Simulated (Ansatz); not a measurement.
# Current against voltage: (C≡C)1 chain with isocyanide ends, between Au atomic chains, part 2 of 2

Wanted: I(V), the voltage drop and T(E, V).

Ansatz 0.2.0; DFT PBE, plane waves, PAW; relaxation of a junction, electrodes held but for their tips (the session's first sound run).

So far. Step 2 (Relaxing the junction): The largest force component on a free atom ends at 0.005 eV/Å, under the limit of 0.07. The apex atoms end 10.09 Å apart, and their nearest bridge atoms lie at 1.93 Å (Au–C) and 1.93 Å (Au–C).

## 3. Current against voltage

This step: DFT PBE, plane waves, PAW; current against voltage, self-consistent under bias (Ansatz 0.2.0).

Vacuum beyond both ends lets the two leads hold different Fermi levels, and the density is solved anew at each bias. Each lead has 16 atoms, since a wire screens slowly.

Contents of input.yaml:

```yaml
crystal:
  lattice:
    - [6.0, 0.0, 0.0]
    - [0.0, 6.0, 0.0]
    - [0.0, 0.0, 102.5318510805]
  atoms:
    - { symbol: Au, position: [0.5, 0.5, -1.0e-10] }
    - { symbol: Au, position: [0.5, 0.5, 0.0253579739] }
    - { symbol: Au, position: [0.5, 0.5, 0.0507159479] }
    - { symbol: Au, position: [0.5, 0.5, 0.0760739219] }
    - { symbol: Au, position: [0.5, 0.5, 0.1014318954] }
    - { symbol: Au, position: [0.5, 0.5, 0.1267898694] }
    - { symbol: Au, position: [0.5, 0.5, 0.1521478429] }
    - { symbol: Au, position: [0.5, 0.5, 0.1775058169] }
    - { symbol: Au, position: [0.5, 0.5, 0.2028637909] }
    - { symbol: Au, position: [0.5, 0.5, 0.2282217649] }
    - { symbol: Au, position: [0.5, 0.5, 0.2535797389] }
    - { symbol: Au, position: [0.5, 0.5, 0.2789377129] }
    - { symbol: Au, position: [0.5, 0.5, 0.3042956864] }
    - { symbol: Au, position: [0.5, 0.5, 0.3296536599] }
    - { symbol: Au, position: [0.5, 0.5, 0.3575096727] }
    - { symbol: Au, position: [0.5, 0.5, 0.3825379434] }
    - { symbol: C, position: [0.5, 0.5, 0.4013791822] }
    - { symbol: "N", position: [0.5, 0.5, 0.4131018049] }
    - { symbol: C, position: [0.5, 0.5, 0.4257262962] }
    - { symbol: C, position: [0.5, 0.5, 0.4377307677] }
    - { symbol: "N", position: [0.5, 0.5, 0.450355259] }
    - { symbol: C, position: [0.5, 0.5, 0.4620778817] }
    - { symbol: Au, position: [0.5, 0.5, 0.4809191204] }
    - { symbol: Au, position: [0.5, 0.5, 0.5059473911] }
    - { symbol: Au, position: [0.5, 0.5, 0.5338034039] }
    - { symbol: Au, position: [0.5, 0.5, 0.5591613774] }
    - { symbol: Au, position: [0.5, 0.5, 0.5845193509] }
    - { symbol: Au, position: [0.5, 0.5, 0.6098773249] }
    - { symbol: Au, position: [0.5, 0.5, 0.6352352989] }
    - { symbol: Au, position: [0.5, 0.5, 0.6605932729] }
    - { symbol: Au, position: [0.5, 0.5, 0.6859512469] }
    - { symbol: Au, position: [0.5, 0.5, 0.7113092209] }
    - { symbol: Au, position: [0.5, 0.5, 0.7366671944] }
    - { symbol: Au, position: [0.5, 0.5, 0.7620251684] }
    - { symbol: Au, position: [0.5, 0.5, 0.7873831419] }
    - { symbol: Au, position: [0.5, 0.5, 0.8127411159] }
    - { symbol: Au, position: [0.5, 0.5, 0.8380990899] }
    - { symbol: Au, position: [0.5, 0.5, 0.8634570639] }
kpoints:
  mp_grid: { grid: [1, 1, 1] }
scf:
  occupations: { method: fermi_dirac, width: 0.1 }
hamiltonian:
  xc: pbe
output:
  current_voltage:
    leads: [[9, 10], [27, 28]]
    bias: [0.4, 0.8, 1.2, 1.6]
    electrode_ends: [15, 22]
    kmesh: [1, 1]
  write_potential: true
  write_density: true
  volumetric_format: npy
basis:
  ecutwfc: "340 eV"
```

On the command line:

```bash
$ ansatz run input.yaml --threads 8 --pin off --max-ram 16384MiB --backend cpu --events-out ev --progress --plain --runs-dir out
```

Numbers of over 12 decimals in the logs are rounded to 6 here.

The log of the run:

```text
[...]
Crystal: 38 atoms, lattice volume = 3691.147 Å³
Basis set: ecut = 340 eV, 52369 PW (Γ)
Bands: 381, of which v1, the nominal top of the filled ones, is band 317 counted from 1 (316 counted from 0)
Symmetry: 16 space group operations
[...]
k-points: 1
[...]
SCF iter   1: F=—  HF=-422501.216800 eV  |F-HF|=—  |Δ(HF+E_count)|=         —  Δρ=3.55e-3  dr2=3.50e0  ethr=1.77e-3  ⟨swp⟩=7.0  Hψ=1603  notcnv=0  defer=12
[...]
SCF iter  20: F=-422500.832152 eV  HF=-422500.832152 eV  |F-HF|=9.43e-9  |Δ(HF+E_count)|=   4.28e-8  Δρ=8.21e-7  dr2=6.09e-8  ethr=1.58e-11  ⟨swp⟩=16.0  Hψ=2152  notcnv=0
SCF 1 converged in 20 iterations: F = -422500.832152 eV  dr2 = 6.09e-8
[...]
bias +0 V, iteration  1: dr2 1.82e2 eV, mean Fermi level -1.8566 eV
bias +0 V, iteration  2: dr2 3.69e1 eV, mean Fermi level -2.0904 eV
bias +0 V, iteration  3: dr2 5.93e1 eV, mean Fermi level -2.0437 eV
bias +0 V, iteration  4: dr2 8.67e0 eV, mean Fermi level -2.0701 eV
bias +0 V, iteration  5: dr2 9.46e0 eV, mean Fermi level -2.1113 eV
bias +0 V, iteration  6: dr2 4.41e-1 eV, mean Fermi level -2.1200 eV
bias +0 V, iteration  7: dr2 1.19e0 eV, mean Fermi level -2.1040 eV
bias +0 V, iteration  8: dr2 2.02e-1 eV, mean Fermi level -2.0936 eV
bias +0 V, iteration  9: dr2 2.04e-1 eV, mean Fermi level -2.0822 eV
bias +0 V, iteration 10: dr2 1.10e-1 eV, mean Fermi level -2.0807 eV
bias +0 V, iteration 11: dr2 3.62e-2 eV, mean Fermi level -2.0758 eV
bias +0 V, iteration 12: dr2 1.59e-2 eV, mean Fermi level -2.0744 eV
bias +0 V, iteration 13: dr2 8.23e-3 eV, mean Fermi level -2.0743 eV
bias +0 V, iteration 14: dr2 1.77e-3 eV, mean Fermi level -2.0744 eV
bias +0 V, iteration 15: dr2 1.35e-3 eV, mean Fermi level -2.0738 eV
bias +0 V, iteration 16: dr2 8.77e-4 eV, mean Fermi level -2.0739 eV
bias +0 V, iteration 17: dr2 3.18e-4 eV, mean Fermi level -2.0741 eV
bias +0 V, iteration 18: dr2 2.17e-4 eV, mean Fermi level -2.0743 eV
bias +0 V, iteration 19: dr2 1.70e-4 eV, mean Fermi level -2.0742 eV
bias +0 V, iteration 20: dr2 2.58e-4 eV, mean Fermi level -2.0741 eV
bias +0 V, iteration 21: dr2 6.41e-5 eV, mean Fermi level -2.0739 eV
bias +0 V, iteration 22: dr2 8.04e-5 eV, mean Fermi level -2.0738 eV
bias +0 V, iteration 23: dr2 5.82e-5 eV, mean Fermi level -2.0737 eV
bias +0 V, iteration 24: dr2 3.41e-5 eV, mean Fermi level -2.0737 eV
bias +0 V, iteration 25: dr2 9.02e-6 eV, mean Fermi level -2.0736 eV
bias +0 V, iteration 26: dr2 4.15e-6 eV, mean Fermi level -2.0737 eV
bias +0 V, iteration 27: dr2 2.72e-6 eV, mean Fermi level -2.0737 eV
bias +0 V, iteration 28: dr2 2.01e-6 eV, mean Fermi level -2.0737 eV
bias +0 V, iteration 29: dr2 2.01e-6 eV, mean Fermi level -2.0737 eV
bias +0 V, iteration 30: dr2 7.09e-7 eV, mean Fermi level -2.0736 eV
bias +0 V, iteration 31: dr2 4.55e-7 eV, mean Fermi level -2.0736 eV
bias +0 V, iteration 32: dr2 5.12e-7 eV, mean Fermi level -2.0736 eV
bias +0 V, iteration 33: dr2 1.76e-7 eV, mean Fermi level -2.0736 eV
bias +0 V, iteration 34: dr2 1.28e-7 eV, mean Fermi level -2.0736 eV
bias +0 V, iteration 35: dr2 5.72e-8 eV, mean Fermi level -2.0736 eV
bias +0.4 V, iteration  1: dr2 2.78e2 eV, mean Fermi level -1.9512 eV
bias +0.4 V, iteration  2: dr2 2.67e1 eV, mean Fermi level -2.0157 eV
bias +0.4 V, iteration  3: dr2 2.42e1 eV, mean Fermi level -2.0348 eV
bias +0.4 V, iteration  4: dr2 1.51e1 eV, mean Fermi level -2.0607 eV
bias +0.4 V, iteration  5: dr2 4.38e0 eV, mean Fermi level -2.0860 eV
[...]
bias +1.6 V, iteration 16: dr2 4.68e-5 eV, mean Fermi level -2.0989 eV
bias +1.6 V, iteration 17: dr2 1.53e-5 eV, mean Fermi level -2.0989 eV
bias +1.6 V, iteration 18: dr2 1.95e-5 eV, mean Fermi level -2.0989 eV
bias +1.6 V, iteration 19: dr2 1.13e-5 eV, mean Fermi level -2.0989 eV
bias +1.6 V, iteration 20: dr2 5.31e-6 eV, mean Fermi level -2.0989 eV
bias +1.6 V, iteration 21: dr2 1.07e-6 eV, mean Fermi level -2.0989 eV
bias +1.6 V, iteration 22: dr2 6.03e-7 eV, mean Fermi level -2.0989 eV
bias +1.6 V, iteration 23: dr2 4.71e-7 eV, mean Fermi level -2.0989 eV
bias +1.6 V, iteration 24: dr2 3.78e-7 eV, mean Fermi level -2.0989 eV
bias +1.6 V, iteration 25: dr2 3.97e-7 eV, mean Fermi level -2.0989 eV
bias +1.6 V, iteration 26: dr2 1.42e-7 eV, mean Fermi level -2.0989 eV
bias +1.6 V, iteration 27: dr2 3.79e-8 eV, mean Fermi level -2.0989 eV
transmission: 8 of 74 steps passed
transmission: 15 of 74 steps passed
[...]
transmission: 74 of 74 steps passed
WARN: The output density's exchange-correlation potential varies sharply where the density is thin. Do not read a vacuum level from v_tot or v_xc, or from such a field of the output density. On a cell that repeats whose density bears no net charge and no dipole along the vacuum's axis use v_es (v_loc + v_h of the components); under efield.dipole_correction with no amplitude use v_es + v_field, which holds any externa [...]
SCF converged after 20 iterations
Free energy (F): -422500.832152 eV
[...]
Internal energy: -422499.506009 eV  (E = F + TS)
E sigma→0 (E₀):  -422500.169081 eV
Entropy (-TS):   -1.326143 eV (-34.899 meV/atom)
Fermi energy:    -2.263934 eV
[...]
--- Band table (eV) ---
  k-point 0: bands = [... 313 lower, -2.4099, -2.4099, -2.4093, -2.4093, -2.3470, -2.3465, -1.9819, -1.9811, ... 60 higher]
--- Current–voltage curve ---
  leads      : [9, 10] from 102.53 to 136.33 and [27, 28] from 157.26 to 191.06 Å, reservoirs outside 124.04 and 169.55
  electrodes : end at 141.75 and 151.84 Å
  density    : 419 bands, filled at a thermal energy of 2.585e-2 eV; current at 300 K
  bias (V)   current (A)   every other point   every other energy   edges, levels   drop (V)   electrons moved   misfit (meV)   iterations
        +0             -                   -                    -               -     +0.000            0.00e0          435.5   35
      +0.4     1.2373e-9                   -            1.2373e-9      8.4615e-14     +0.402           4.39e-3          436.3   31
[...]
+1.2     3.4575e-9                   -            3.4484e-9       2.1809e-9     +1.206           1.36e-2          439.2   27
[...]
No current: a lead has no channel at any energy, or the energies end too early (raise output.current_voltage.fermi_cutoff).
```

Elapsed: 20 min, on 8 threads of Arm Neoverse V2, shared host; peak memory 5.5 GiB; 2.4 h of CPU time.

This step gave:

```yaml
current_at_the_highest_bias: 0.004773 μA
largest_misfit_of_the_leads: 441.8 meV
```

Cell area 36.000 Å^2. The current through one cell by bias:

```csv
bias (V),current through one cell (nA)
0.000,-
0.400,1.24
0.800,2.75
1.200,3.46
1.600,4.77
```

Bias 0 V. Transmission and channels at 0 V against energy, zero at the mean Fermi level:

```csv
energy (eV),transmission,"channels, lower lead","channels, upper lead"
-0.259,0.00220,4,4
-0.233,0.00178,4,4
-0.207,0.00145,3,3
-0.181,0.00119,3,3
-0.155,9.9e-4,3,3
-0.129,8.2e-4,3,3
-0.103,6.7e-4,3,3
-0.078,4.0e-4,3,3
-0.052,3.8e-5,1,1
-0.026,3.8e-5,1,1
0.000,3.7e-5,1,1
0.026,3.7e-5,1,1
0.052,3.6e-5,1,1
0.078,3.5e-5,1,1
0.103,3.4e-5,1,1
0.129,3.3e-5,1,1
0.155,3.2e-5,1,1
0.181,3.1e-5,1,1
0.207,3.0e-5,1,1
0.233,2.9e-5,1,1
0.259,2.8e-5,1,1
```

Bias 0.8 V. Table of transmission and channels at 0.8 V by energy, zero at the mean Fermi level:

| energy (eV) | transmission | channels, lower lead | channels, upper lead |
| --- | --- | --- | --- |
| -0.672 | 0.00980 | 6 | 4 |
| -0.620 | 0.00623 | 6 | 3 |
| -0.569 | 0.00395 | 6 | 3 |
| -0.543 | 0.00320 | 6 | 3 |
| -0.491 | 0.00184 | 4 | 3 |
| -0.439 | 5.0e-5 | 4 | 1 |
| -0.388 | 8.6e-5 | 4 | 1 |
| -0.336 | 7.2e-5 | 4 | 1 |
| -0.310 | 6.2e-5 | 4 | 1 |
| -0.259 | 5.3e-5 | 4 | 1 |
| -0.207 | 5.4e-5 | 4 | 1 |
| -0.155 | 5.6e-5 | 4 | 1 |
| -0.103 | 5.1e-5 | 4 | 1 |
| -0.078 | 4.6e-5 | 4 | 1 |
| -0.026 | 3.4e-5 | 4 | 1 |
| 0.000 | 3.0e-5 | 4 | 1 |
| 0.026 | 2.7e-5 | 4 | 1 |
| 0.078 | 2.5e-5 | 4 | 1 |
| 0.103 | 2.4e-5 | 4 | 1 |
| 0.155 | 2.5e-5 | 4 | 1 |
| 0.207 | 2.5e-5 | 3 | 1 |
| 0.259 | 2.0e-5 | 3 | 1 |
| 0.310 | 2.7e-5 | 3 | 1 |
| 0.336 | 2.7e-5 | 1 | 1 |
| 0.388 | 2.9e-5 | 1 | 1 |
| 0.439 | 2.9e-5 | 1 | 1 |
| 0.491 | 2.9e-5 | 1 | 1 |
| 0.543 | 2.9e-5 | 1 | 1 |
| 0.569 | 2.9e-5 | 1 | 1 |
| 0.620 | 2.9e-5 | 1 | 1 |
| 0.672 | 2.9e-5 | 1 | 1 |

Bias 1.6 V. Transmission and channels at 1.6 V against energy, zero at the mean Fermi level:

```
energy (eV)  transmission  channels, lower lead  channels, upper lead
     -1.060        0.0201                     3                     4
     -0.982        0.0201                     3                     3
     -0.905        0.0176                     3                     3
     -0.853        9.7e-6                     3                     1
     -0.776        9.1e-6                     3                     1
     -0.698        8.5e-6                     3                     1
     -0.620        8.0e-6                     5                     1
     -0.543        7.5e-6                     5                     1
     -0.465        7.1e-6                     5                     1
     -0.414        7.0e-6                     5                     1
     -0.336        7.0e-6                     5                     1
     -0.259        8.6e-6                     6                     1
     -0.181        2.6e-5                     6                     1
     -0.103        3.0e-5                     4                     1
     -0.026        6.1e-5                     4                     1
      0.000        6.0e-5                     4                     1
      0.026        5.2e-5                     4                     1
      0.103        3.8e-5                     4                     1
      0.181        4.1e-5                     4                     1
      0.259        4.3e-5                     4                     1
      0.336        3.1e-5                     4                     1
      0.414        2.4e-5                     4                     1
      0.465        2.3e-5                     4                     1
      0.543        2.6e-5                     4                     1
      0.620        2.9e-5                     3                     1
      0.698        3.1e-5                     3                     1
      0.776        3.5e-5                     1                     1
      0.853        3.6e-5                     1                     1
      0.905        3.6e-5                     1                     1
      0.982        3.6e-5                     1                     1
      1.060        3.6e-5                     1                     1
```

The Hartree potential energy less that at 0 V, planar mean by z:

```
z (Å)  0.4 V (eV)  0.8 V (eV)  1.2 V (eV)  1.6 V (eV)
  100       0.140       0.278       0.410       0.535
  105       0.196       0.391       0.581       0.764
  110       0.199       0.396       0.590       0.775
  115       0.199       0.396       0.590       0.775
  120       0.198       0.395       0.588       0.772
  125       0.200       0.398       0.593       0.779
  130       0.199       0.396       0.588       0.772
  135       0.192       0.381       0.566       0.745
  140       0.150       0.299       0.454       0.626
  145      0.0467       0.114       0.218       0.386
  150     -0.0654      -0.113      -0.127     -0.0802
  155      -0.159      -0.321      -0.487      -0.662
  160      -0.191      -0.383      -0.578      -0.780
  165      -0.198      -0.396      -0.598      -0.808
  170      -0.202      -0.405      -0.610      -0.822
  175      -0.201      -0.403      -0.609      -0.823
  180      -0.200      -0.403      -0.611      -0.827
  185      -0.197      -0.400      -0.607      -0.822
  190      -0.193      -0.389      -0.593      -0.803
  195     -0.0928      -0.191      -0.293      -0.404
```

The electron density less that at 0 V, planar mean (0.4 V) oscillates, so the rows of the table below give means over windows of 5 Å about each position, cut where the curve ends. Its first 14 maxima inside the range that stand out by 2 % of the span (Å: e/Å³): 101.9: 8.2e-5, 106.3: 8.0e-6, 122.1: 1.2e-5, 126.2: 3.1e-5, 130.9: 3.9e-5, 131.6: 5.1e-5, 136.3: 1.5e-4, 137.1: 1.1e-4, 139.1: 9.9e-5, 140.8: 2.2e-4, 141.9: -4.1e-7, 143.2: 1.2e-4, 145.0: 1.2e-4, 147.3: 2.1e-4. Its first 14 minima: 103.8: -6.0e-6, 120.6: -5.7e-6, 124.4: -2.0e-5, 128.5: -5.7e-5, 131.2: 2.9e-5, 133.7: -7.4e-5, 136.7: 5.9e-5, 138.8: -2.2e-4, 139.8: -4.0e-5, 141.2: -1.9e-4, 142.2: -8.5e-5, 143.9: -1.4e-4, 146.3: -1.8e-4, 148.6: -1.4e-4.

The electron density less that at 0 V, planar mean by z; means over each step:

```csv
z (Å),0.4 V (e/Å³),0.8 V (e/Å³),1.2 V (e/Å³),1.6 V (e/Å³)
100,2.8e-5,5.6e-5,8.3e-5,1.1e-4
105,6.2e-6,1.3e-5,1.9e-5,2.5e-5
110,8.3e-8,1.5e-7,2.4e-7,3.0e-7
115,1.0e-8,4.9e-8,7.3e-8,1.5e-7
120,9.0e-7,1.4e-6,1.7e-6,1.7e-6
125,3.7e-6,7.7e-6,1.2e-5,1.4e-5
130,4.2e-6,8.5e-6,1.3e-5,1.5e-5
135,1.8e-5,3.4e-5,4.4e-5,4.5e-5
140,-9.7e-6,-2.3e-5,-3.5e-5,-4.3e-5
145,3.9e-6,1.3e-5,3.0e-5,5.6e-5
150,1.4e-5,3.7e-5,7.6e-5,1.4e-4
155,-3.3e-5,-7.3e-5,-1.3e-4,-2.0e-4
160,-2.0e-6,-4.5e-6,-7.5e-6,-1.2e-5
165,-3.6e-8,-1.9e-7,-4.8e-7,-1.0e-6
170,6.7e-7,8.7e-7,8.9e-7,1.0e-8
175,-4.7e-7,2.6e-7,7.9e-7,9.4e-7
180,-9.3e-9,2.0e-7,-1.1e-6,-2.1e-6
185,6.8e-7,-1.4e-6,-2.2e-6,-3.6e-6
190,-2.8e-5,-5.3e-5,-7.9e-5,-1.0e-4
195,-6.0e-6,-1.4e-5,-2.1e-5,-2.8e-5
```

By hand: at 1.6 V the window reaches from -0.8 to 0.8 eV, and the mean transmission a spin over it is 2.5e-5. With sharp Fermi edges I = G0 × V × T̄ = 77.48 μS × 1.6 V × 2.5e-5 = 0.00312 μA, against 0.00477 μA from the program at 300 K. The two differ where T is steep or peaked near the window's edges, through thermal tails or peaks between the kept energies.

The zero-bias conductance is not given; current over voltage goes 4.0e-5 at +0.4 V, 4.4e-5 at +0.8 V, 3.7e-5 at +1.2 V and 3.8e-5 at +1.6 V in the same unit. The leads' misfit reaches 442 meV.

## 4. Outcome

| Quantity | Value |
| --- | --- |
| conductance at zero bias | none given |
| current at +0.4 V | 0.00124 μA |
| current at +0.8 V | 0.00275 μA |
| current at +1.2 V | 0.00346 μA |
| current at +1.6 V | 0.00477 μA |

The program gave no conductance at zero bias, a sign that this sweep is not sound; the junction carries 0.00477 μA at 1.60 V. The program gave no current at +0 V. The leads' misfit reaches 442 meV, above the few hundredths of an eV that the manual allows, so the currents are rough. A wire screens slowly, so the current depends on the leads' length and the box width; neither was converged here. Semilocal functionals put a molecule's frontier levels too near the Fermi level, so conductances off resonance usually come out too high. Transport is coherent and elastic here: the atoms are frozen, so scattering by vibrations plays no part. Spin-orbit coupling is left out, which matters for the bands of heavy atoms. A cutoff under the files' recommended one was taken to save time; its effect on T(E) was not tested here.

[Logs are printed without paths, hosts, clocks, repeated set-up lines and the standing remarks that a program may print on its own settings, such as how far it seeks lower states.]

[Hosts, paths, dates, database ids (printed as entryN), source tags and the programs' standing remarks are cut or masked in the printed files.]
